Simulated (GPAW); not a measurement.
**A Zr chain with one bond drawn out: a series of junctions**

How does transport respond as one structural variable is stepped? The junctions: a Zr chain with one bond drawn out.

Main program and level: GPAW 26.7.0; GPAW LCAO, PAW setups; Landauer transmission from Green's functions with principal layers (ASE), zero bias.

## Step 1: The structure

The cell holds 12 atoms: 12 Zr. Its edges and angles: a = 9.000 Å, b = 9.000 Å, c = 31.400 Å, α = 90.0°, β = 90.0°, γ = 90.0°. Regions: left lead, 6 atoms (6 Zr); right lead, 6 atoms (6 Zr). Vacuum lies along a and b. The structure is stacked along c, and the current runs across the ab planes.

## Step 2: Member of the series, stretch 0.2 Å

The structure changes from member to member while basis and functional stay, so that the trend is less open to errors of the level than any single value.

run.py reads:

```python
import json
import numpy as np
from ase import Atoms
from ase.transport.calculators import TransportCalculator
from gpaw import GPAW, FermiDirac
from gpaw.lcao.tools import get_lcao_hamiltonian
from scipy.linalg import eigh

# The junction with lead layers at both ends, along the third cell vector
device = Atoms(
    ['Zr', 'Zr', 'Zr', 'Zr', 'Zr', 'Zr', 'Zr', 'Zr', 'Zr', 'Zr', 'Zr', 'Zr'],
    positions=[
        [4.50000, 4.50000, 1.30000],
        [4.50000, 4.50000, 3.90000],
        [4.50000, 4.50000, 6.50000],
        [4.50000, 4.50000, 9.10000],
        [4.50000, 4.50000, 11.70000],
        [4.50000, 4.50000, 14.30000],
        [4.50000, 4.50000, 17.10000],
        [4.50000, 4.50000, 19.70000],
        [4.50000, 4.50000, 22.30000],
        [4.50000, 4.50000, 24.90000],
        [4.50000, 4.50000, 27.50000],
        [4.50000, 4.50000, 30.10000]],
    cell=[[9.0, 0.0, 0.0], [0.0, 9.0, 0.0], [0.0, 0.0, 31.4]],
    pbc=True)

# One principal layer of the lead: the first 4 atoms of the device
lead = Atoms(
    ['Zr', 'Zr', 'Zr', 'Zr'],
    positions=[
        [4.50000, 4.50000, 1.30000],
        [4.50000, 4.50000, 3.90000],
        [4.50000, 4.50000, 6.50000],
        [4.50000, 4.50000, 9.10000]],
    cell=[[9.0, 0.0, 0.0], [0.0, 9.0, 0.0], [0.0, 0.0, 10.4]],
    pbc=True)

settings = dict(mode='lcao', basis='dzp', xc='PBE', h=0.2,
                occupations=FermiDirac(0.1), maxiter=250,
                mixer=dict(beta=0.1, nmaxold=8, weight=100.0),
                convergence=dict(density=0.0001))
energies = np.arange(-2, 2 + 1e-9, 0.05)
eta = 0.0001
n1, n2 = 1, 1
# k and -k transmit alike, so half of the mesh across the current serves
mesh = [(i, j) for i in range(n1) for j in range(n2) if (i, j) <= (-i % n1, -j % n2)]
weights = np.array([1 if (i, j) == (-i % n1, -j % n2) else 2 for i, j in mesh]) / (n1 * n2)

# [... helper functions left out ...]
fermi_lead = ground_state(lead, (1, 1, 11), 'lead.txt')
fermi_device = ground_state(device, (1, 1, 3), 'device.txt')
# [... loop over the mesh left out, but for ...]
        # Shift the lead onto the potential of the device's first layer
        shift = ((H[:, 0, 0] - H0[:, 0, 0]) / S0[0, 0]).real.mean()
# [...]
kT = 8.617333e-5 * 300
bias = [0.1, 0.2, 0.5, 1.0, 1.5, 2.0]
# [... integrals and printing left out ...]
```

The run is started by

```
OMP_NUM_THREADS=1 OPENBLAS_NUM_THREADS=1 python run.py
```

Output:

```text
basis functions: device 348, principal layer 116
Fermi level: lead -1.7892 eV, device -1.7943 eV; lead shifted by 0.0004 eV
largest coupling past the next layer 1.05e-05 eV, largest misfit of the first layer 0.018 eV
  E-E_F (eV)   T (one spin)  [channel counts left out]
    -2.000    9.9657e-01
    -1.950    9.9635e-01
    -1.900    9.9610e-01
    -1.850    9.9584e-01
    -1.800    9.9559e-01
    -1.750    9.9540e-01
    -1.700    9.9522e-01
    -1.650    9.9512e-01
    -1.600    9.9509e-01
    -1.550    1.2352e+00
    -1.500    1.8408e+00
    -1.450    2.1285e+00
    -1.400    2.2887e+00
    -1.350    2.3958e+00
    -1.300    2.4772e+00
    -1.250    2.5439e+00
[...]
1.650    2.9384e+00
     1.700    2.7944e+00
     1.750    2.5847e+00
     1.800    2.3033e+00
     1.850    1.9235e+00
     1.900    1.8402e+00
     1.950    1.8320e+00
     2.000    1.8220e+00
conductance at 300 K: 4.286 G0 a cell; thermopower -19.8 uV/K
current from the zero-bias T(E) at 0.1 V: 33.751 uA
current from the zero-bias T(E) at 0.2 V: 69.3 uA
current from the zero-bias T(E) at 0.5 V: 179.55 uA
current from the zero-bias T(E) at 1.0 V: 363.75 uA
current from the zero-bias T(E) at 1.5 V: 545.23 uA
current from the zero-bias T(E) at 2.0 V: 718.59 uA
```

Run time: 3.2 min. Hardware: 1 thread of Arm Neoverse V1, shared host; peak memory 1.2 GiB.

This step gave:

```yaml
conductance: 4.286 G₀
largest_coupling_past_the_next_principal_layer: 1.05e-5 eV
largest_misfit_of_the_first_principal_layer: 0.01822 eV
shift_that_aligns_the_lead: 4.26e-4 eV
basis_functions_of_the_junction: 348
basis_functions_of_a_principal_layer: 116
transmission_at_the_fermi_level_one_spin: 3.810
```

One spin. Transmission, zone mean against energy, zero at the Fermi level:

```
energy (eV)  transmission, zone mean
      -2.00                    0.997
      -1.90                    0.996
      -1.80                    0.996
      -1.70                    0.995
      -1.55                     1.24
      -1.45                     2.13
      -1.35                     2.40
      -1.25                     2.54
      -1.15                     2.65
      -1.05                     2.72
      -0.90                     3.50
      -0.80                     3.63
      -0.70                     3.69
      -0.60                     3.73
      -0.50                     3.76
      -0.40                     3.78
      -0.25                     3.80
      -0.15                     3.80
      -0.05                     3.81
       0.00                     3.81
       0.05                     5.49
       0.15                     5.70
       0.25                     5.74
       0.30                     5.75
       0.40                     5.73
       0.50                     5.71
       0.60                     5.67
       0.70                     5.62
       0.80                     5.55
       0.90                     5.47
       1.05                     5.31
       1.15                     3.40
       1.25                     3.33
       1.35                     3.26
       1.45                     3.19
       1.55                     3.10
       1.70                     2.79
       1.80                     2.30
       1.90                     1.84
       2.00                     1.82
```

Not self-consistent under bias; the bias window is split evenly. The current through one cell, from the zero-bias transmission by bias:

```csv
bias (V),"current through one cell, from the zero-bias transmission (mA)"
0.100,0.0338
0.200,0.0693
0.500,0.180
1.000,0.364
1.500,0.545
2.000,0.719
```

Transmission of the three most open eigenchannels against energy, zero at the Fermi level:

```
energy (eV)  channel 1  channel 2  channel 3
      -2.00      0.997     5.3e-8    2.2e-11
      -1.90      0.996     5.2e-8    2.2e-11
      -1.80      0.996     5.1e-8    2.1e-11
      -1.70      0.995     5.0e-8    2.0e-11
      -1.55      0.995      0.120      0.120
      -1.45      0.995      0.567      0.567
      -1.35      0.996      0.700      0.700
      -1.25      0.996      0.774      0.774
      -1.15      0.996      0.826      0.826
      -1.05      0.995      0.864      0.864
      -0.90      0.995      0.898      0.898
      -0.80      0.994      0.911      0.911
      -0.70      0.994      0.919      0.919
      -0.60      0.995      0.925      0.925
      -0.50      0.996      0.929      0.929
      -0.40      0.996      0.933      0.933
      -0.25      0.997      0.940      0.940
      -0.15      0.997      0.943      0.943
      -0.05      0.997      0.946      0.946
       0.00      0.996      0.947      0.947
       0.05      0.996      0.948      0.948
       0.15      0.996      0.948      0.948
       0.25      0.996      0.971      0.971
       0.40      0.995      0.976      0.976
       0.50      0.994      0.967      0.967
       0.60      0.994      0.954      0.954
       0.70      0.993      0.933      0.933
       0.80      0.993      0.931      0.931
       0.90      0.993      0.934      0.934
       1.05      0.992      0.922      0.922
       1.15      0.992      0.897      0.754
       1.25      0.991      0.894      0.724
       1.35      0.991      0.891      0.691
       1.45      0.991      0.887      0.656
       1.55      0.990      0.882      0.613
       1.70      0.990      0.872      0.466
       1.80      0.990      0.863      0.226
       1.90      0.990      0.850     3.7e-8
       2.00      0.991      0.831     3.6e-8
```

Couplings past the next layer reach 1.1e-5 eV, small enough to drop; the matrix elements of the cell's first layer differ from the bulk lead's by up to 0.018 eV. That layer keeps its own values in the calculation, and only beyond it is the lead taken as perfect. The Fermi levels of lead and junction count from different zeros of potential, one for each periodic cell; with both set to zero, the small remaining shift is what aligns them. By hand: G = 4.286 × 77.48 μS = 332 μS, a resistance of 3.01 kΩ; at 0.1 V a linear junction would pass 33.2 μA, and the integral over the bias window gives 33.8 μA.

## Step 3: Junction: stretch = 0.5

The cell differs from the one that the last finished run ended in (c 31.400 → 31.700 Å).

run.py, as its differences from that of step 2:

```diff
@@ -18,9 +18,9 @@
         [4.50000, 4.50000, 14.30000],
-        [4.50000, 4.50000, 17.10000],
-        [4.50000, 4.50000, 19.70000],
-        [4.50000, 4.50000, 22.30000],
-        [4.50000, 4.50000, 24.90000],
-        [4.50000, 4.50000, 27.50000],
-        [4.50000, 4.50000, 30.10000]],
-    cell=[[9.0, 0.0, 0.0], [0.0, 9.0, 0.0], [0.0, 0.0, 31.4]],
+        [4.50000, 4.50000, 17.40000],
+        [4.50000, 4.50000, 20.00000],
+        [4.50000, 4.50000, 22.60000],
+        [4.50000, 4.50000, 25.20000],
+        [4.50000, 4.50000, 27.80000],
+        [4.50000, 4.50000, 30.40000]],
+    cell=[[9.0, 0.0, 0.0], [0.0, 9.0, 0.0], [0.0, 0.0, 31.7]],
     pbc=True)
```

Output:

```text
basis functions: device 348, principal layer 116
Fermi level: lead -1.7892 eV, device -1.8005 eV; lead shifted by -0.0030 eV
largest coupling past the next layer 1.05e-05 eV, largest misfit of the first layer 0.022 eV
  E-E_F (eV)   T (one spin)  [channel counts left out]
    -2.000    9.9830e-01
    -1.950    9.9842e-01
    -1.900    9.9828e-01
    -1.850    9.9791e-01
    -1.800    9.9737e-01
    -1.750    9.9673e-01
    -1.700    9.9605e-01
    -1.650    9.9543e-01
    -1.600    9.9490e-01
    -1.550    1.0055e+00
    -1.500    1.1006e+00
    -1.450    1.2240e+00
    -1.400    1.3353e+00
    -1.350    1.4283e+00
    -1.300    1.5085e+00
    -1.250    1.5825e+00
[...]
1.650    1.6781e+00
     1.700    1.6250e+00
     1.750    1.5682e+00
     1.800    1.5095e+00
     1.850    1.4325e+00
     1.900    1.4117e+00
     1.950    1.3986e+00
     2.000    1.3838e+00
conductance at 300 K: 3.2758 G0 a cell; thermopower -14.49 uV/K
current from the zero-bias T(E) at 0.1 V: 25.767 uA
current from the zero-bias T(E) at 0.2 V: 53.257 uA
current from the zero-bias T(E) at 0.5 V: 141.78 uA
current from the zero-bias T(E) at 1.0 V: 287.52 uA
current from the zero-bias T(E) at 1.5 V: 419.92 uA
current from the zero-bias T(E) at 2.0 V: 533.52 uA
```

The job ended after 3.5 min (1 thread; peak memory 1.2 GiB).

Numbers from this step:

```
conductance                                 : 3.276 G₀
largest misfit of the first principal layer : 0.02237 eV
shift that aligns the lead                  : -0.002965 eV
transmission at the Fermi level (one spin)  : 3.052
```

One spin. Transmission, zone mean against energy, zero at the Fermi level:

| energy (eV) | transmission, zone mean |
| --- | --- |
| -2.000 | 0.998 |
| -1.800 | 0.997 |
| -1.600 | 0.995 |
| -1.400 | 1.34 |
| -1.200 | 1.65 |
| -1.000 | 1.94 |
| -0.800 | 2.48 |
| -0.600 | 2.76 |
| -0.400 | 2.92 |
| -0.200 | 3.01 |
| 0.000 | 3.05 |
| 0.200 | 4.69 |
| 0.250 | 4.71 |
| 0.400 | 4.60 |
| 0.600 | 4.18 |
| 0.800 | 3.70 |
| 1.000 | 3.37 |
| 1.200 | 1.94 |
| 1.400 | 1.85 |
| 1.600 | 1.72 |
| 1.800 | 1.51 |
| 2.000 | 1.38 |

Not self-consistent under bias; the bias window is split evenly. Current through one cell, from the zero-bias transmission against bias:

```
bias (V)  current through one cell, from the zero-bias transmission (mA)
   0.100                                                          0.0258
   0.200                                                          0.0533
   0.500                                                           0.142
   1.000                                                           0.288
   1.500                                                           0.420
   2.000                                                           0.534
```

Table of transmission of the three most open eigenchannels by energy, zero at the Fermi level:

| energy (eV) | channel 1 | channel 2 | channel 3 |
| --- | --- | --- | --- |
| -2.00 | 0.998 | 4.0e-8 | 4.5e-11 |
| -1.90 | 0.998 | 3.9e-8 | 4.4e-11 |
| -1.80 | 0.997 | 3.8e-8 | 4.3e-11 |
| -1.70 | 0.996 | 3.7e-8 | 4.2e-11 |
| -1.55 | 0.995 | 0.00548 | 0.00548 |
| -1.45 | 0.994 | 0.115 | 0.115 |
| -1.35 | 0.994 | 0.217 | 0.217 |
| -1.25 | 0.994 | 0.294 | 0.294 |
| -1.15 | 0.994 | 0.366 | 0.366 |
| -1.05 | 0.992 | 0.436 | 0.436 |
| -0.90 | 0.991 | 0.528 | 0.528 |
| -0.80 | 0.990 | 0.574 | 0.574 |
| -0.70 | 0.990 | 0.605 | 0.605 |
| -0.60 | 0.992 | 0.628 | 0.628 |
| -0.50 | 0.994 | 0.645 | 0.645 |
| -0.40 | 0.995 | 0.661 | 0.661 |
| -0.25 | 0.996 | 0.685 | 0.685 |
| -0.15 | 0.996 | 0.701 | 0.701 |
| -0.05 | 0.995 | 0.714 | 0.714 |
| 0.00 | 0.995 | 0.719 | 0.719 |
| 0.05 | 0.994 | 0.722 | 0.722 |
| 0.15 | 0.992 | 0.811 | 0.811 |
| 0.25 | 0.990 | 0.847 | 0.846 |
| 0.40 | 0.987 | 0.819 | 0.819 |
| 0.50 | 0.984 | 0.746 | 0.746 |
| 0.60 | 0.982 | 0.666 | 0.666 |
| 0.70 | 0.980 | 0.659 | 0.659 |
| 0.80 | 0.978 | 0.661 | 0.661 |
| 0.90 | 0.977 | 0.668 | 0.668 |
| 1.05 | 0.975 | 0.615 | 0.615 |
| 1.15 | 0.973 | 0.545 | 0.222 |
| 1.25 | 0.972 | 0.537 | 0.202 |
| 1.35 | 0.971 | 0.528 | 0.185 |
| 1.45 | 0.969 | 0.518 | 0.167 |
| 1.55 | 0.968 | 0.507 | 0.144 |
| 1.70 | 0.967 | 0.485 | 0.0865 |
| 1.80 | 0.967 | 0.467 | 0.0379 |
| 1.90 | 0.968 | 0.443 | 2.9e-8 |
| 2.00 | 0.971 | 0.413 | 2.8e-8 |

The conductance, 3.28 G₀, lies 24 % below that of the member before.

## Step 4: Junction: stretch = 0.8

The cell differs from the one that the last finished run ended in (c 31.700 → 32.000 Å).

run.py, as its differences from that of step 3:

```diff
@@ -18,9 +18,9 @@
         [4.50000, 4.50000, 14.30000],
-        [4.50000, 4.50000, 17.40000],
-        [4.50000, 4.50000, 20.00000],
-        [4.50000, 4.50000, 22.60000],
-        [4.50000, 4.50000, 25.20000],
-        [4.50000, 4.50000, 27.80000],
-        [4.50000, 4.50000, 30.40000]],
-    cell=[[9.0, 0.0, 0.0], [0.0, 9.0, 0.0], [0.0, 0.0, 31.7]],
+        [4.50000, 4.50000, 17.70000],
+        [4.50000, 4.50000, 20.30000],
+        [4.50000, 4.50000, 22.90000],
+        [4.50000, 4.50000, 25.50000],
+        [4.50000, 4.50000, 28.10000],
+        [4.50000, 4.50000, 30.70000]],
+    cell=[[9.0, 0.0, 0.0], [0.0, 9.0, 0.0], [0.0, 0.0, 32.0]],
     pbc=True)
```

Output:

```text
basis functions: device 348, principal layer 116
Fermi level: lead -1.7892 eV, device -1.8082 eV; lead shifted by -0.0020 eV
largest coupling past the next layer 1.05e-05 eV, largest misfit of the first layer 0.034 eV
  E-E_F (eV)   T (one spin)  [channel counts left out]
    -2.000    9.5675e-01
    -1.950    9.6706e-01
    -1.900    9.7564e-01
[...]
1.950    1.1576e+00
     2.000    1.1508e+00
conductance at 300 K: 2.3333 G0 a cell; thermopower -11.92 uV/K
current from the zero-bias T(E) at 0.1 V: 18.325 uA
current from the zero-bias T(E) at 0.2 V: 37.861 uA
current from the zero-bias T(E) at 0.5 V: 101.39 uA
current from the zero-bias T(E) at 1.0 V: 202.87 uA
current from the zero-bias T(E) at 1.5 V: 288.46 uA
current from the zero-bias T(E) at 2.0 V: 361.09 uA
```

It took 3.1 min on 1 thread; peak memory 1.2 GiB.

The conductance, 2.33 G₀, lies 29 % below that of the member before.

## Step 5: Member of the series: stretch = 1.2

The cell differs from the one that the last finished run ended in (c 32.000 → 32.400 Å).

run.py, as its differences from that of step 4:

```diff
@@ -18,9 +18,9 @@
         [4.50000, 4.50000, 14.30000],
-        [4.50000, 4.50000, 17.70000],
-        [4.50000, 4.50000, 20.30000],
-        [4.50000, 4.50000, 22.90000],
-        [4.50000, 4.50000, 25.50000],
-        [4.50000, 4.50000, 28.10000],
-        [4.50000, 4.50000, 30.70000]],
-    cell=[[9.0, 0.0, 0.0], [0.0, 9.0, 0.0], [0.0, 0.0, 32.0]],
+        [4.50000, 4.50000, 18.10000],
+        [4.50000, 4.50000, 20.70000],
+        [4.50000, 4.50000, 23.30000],
+        [4.50000, 4.50000, 25.90000],
+        [4.50000, 4.50000, 28.50000],
+        [4.50000, 4.50000, 31.10000]],
+    cell=[[9.0, 0.0, 0.0], [0.0, 9.0, 0.0], [0.0, 0.0, 32.4]],
     pbc=True)
```

Output:

```text
basis functions: device 348, principal layer 116
Fermi level: lead -1.7892 eV, device -1.8205 eV; lead shifted by -0.0021 eV
largest coupling past the next layer 1.05e-05 eV, largest misfit of the first layer 0.043 eV
  E-E_F (eV)   T (one spin)  [channel counts left out]
    -2.000    6.7537e-01
    -1.950    7.1640e-01
    -1.900    7.5505e-01
[...]
1.950    1.0506e+00
     2.000    1.0497e+00
conductance at 300 K: 1.5268 G0 a cell; thermopower -7.309 uV/K
current from the zero-bias T(E) at 0.1 V: 11.926 uA
current from the zero-bias T(E) at 0.2 V: 24.355 uA
current from the zero-bias T(E) at 0.5 V: 63.903 uA
current from the zero-bias T(E) at 1.0 V: 126.23 uA
current from the zero-bias T(E) at 1.5 V: 180.89 uA
current from the zero-bias T(E) at 2.0 V: 230.58 uA
```

Elapsed: 2.3 min, on 1 thread; peak memory 1.2 GiB.

The conductance, 1.53 G₀, lies 35 % below that of the member before.

## Step 6: Junction: stretch = 1.6

The cell differs from the one that the last finished run ended in (c 32.400 → 32.800 Å).

run.py, as its differences from that of step 5:

```diff
@@ -18,9 +18,9 @@
         [4.50000, 4.50000, 14.30000],
-        [4.50000, 4.50000, 18.10000],
-        [4.50000, 4.50000, 20.70000],
-        [4.50000, 4.50000, 23.30000],
-        [4.50000, 4.50000, 25.90000],
-        [4.50000, 4.50000, 28.50000],
-        [4.50000, 4.50000, 31.10000]],
-    cell=[[9.0, 0.0, 0.0], [0.0, 9.0, 0.0], [0.0, 0.0, 32.4]],
+        [4.50000, 4.50000, 18.50000],
+        [4.50000, 4.50000, 21.10000],
+        [4.50000, 4.50000, 23.70000],
+        [4.50000, 4.50000, 26.30000],
+        [4.50000, 4.50000, 28.90000],
+        [4.50000, 4.50000, 31.50000]],
+    cell=[[9.0, 0.0, 0.0], [0.0, 9.0, 0.0], [0.0, 0.0, 32.8]],
     pbc=True)
```

Output:

```text
basis functions: device 348, principal layer 116
Fermi level: lead -1.7892 eV, device -1.8336 eV; lead shifted by -0.0029 eV
largest coupling past the next layer 1.05e-05 eV, largest misfit of the first layer 0.051 eV
  E-E_F (eV)   T (one spin)  [channel counts left out]
    -2.000    3.2285e-01
    -1.950    3.6086e-01
    -1.900    4.0093e-01
[...]
1.950    1.0224e+00
     2.000    1.0215e+00
conductance at 300 K: 1.1245 G0 a cell; thermopower -4.208 uV/K
current from the zero-bias T(E) at 0.1 V: 8.7414 uA
current from the zero-bias T(E) at 0.2 V: 17.634 uA
current from the zero-bias T(E) at 0.5 V: 44.971 uA
current from the zero-bias T(E) at 1.0 V: 89.346 uA
current from the zero-bias T(E) at 1.5 V: 131.66 uA
current from the zero-bias T(E) at 2.0 V: 172.29 uA
```

It took 2.1 min on 1 thread; peak memory 1.2 GiB.

One spin. The transmission, zone mean by energy, zero at the Fermi level:

| energy (eV) | transmission, zone mean |
| --- | --- |
| -2.00 | 0.323 |
| -1.90 | 0.401 |
| -1.80 | 0.486 |
| -1.70 | 0.571 |
| -1.55 | 0.686 |
| -1.45 | 0.746 |
| -1.35 | 0.797 |
| -1.25 | 0.838 |
| -1.15 | 0.873 |
| -1.05 | 0.905 |
| -0.90 | 0.946 |
| -0.80 | 0.975 |
| -0.70 | 0.997 |
| -0.60 | 1.01 |
| -0.50 | 1.02 |
| -0.40 | 1.03 |
| -0.25 | 1.05 |
| -0.15 | 1.07 |
| -0.05 | 1.10 |
| 0.00 | 1.11 |
| 0.05 | 1.14 |
| 0.15 | 1.29 |
| 0.25 | 1.31 |
| 0.40 | 1.25 |
| 0.50 | 1.21 |
| 0.60 | 1.18 |
| 0.70 | 1.17 |
| 0.80 | 1.15 |
| 0.90 | 1.14 |
| 1.05 | 1.10 |
| 1.15 | 1.03 |
| 1.25 | 1.03 |
| 1.35 | 1.03 |
| 1.45 | 1.03 |
| 1.55 | 1.03 |
| 1.70 | 1.03 |
| 1.80 | 1.02 |
| 1.90 | 1.02 |
| 2.00 | 1.02 |

The conductance, 1.12 G₀, lies 26 % below that of the member before.

[end of part 1 of 2]

[Logs are printed without paths, hosts, clocks, repeated set-up lines and the standing remarks that a program may print on its own settings, such as how far it seeks lower states.]

[Hosts, paths, dates, database ids (printed as entryN), source tags and the programs' standing remarks are cut or masked in the printed files.]
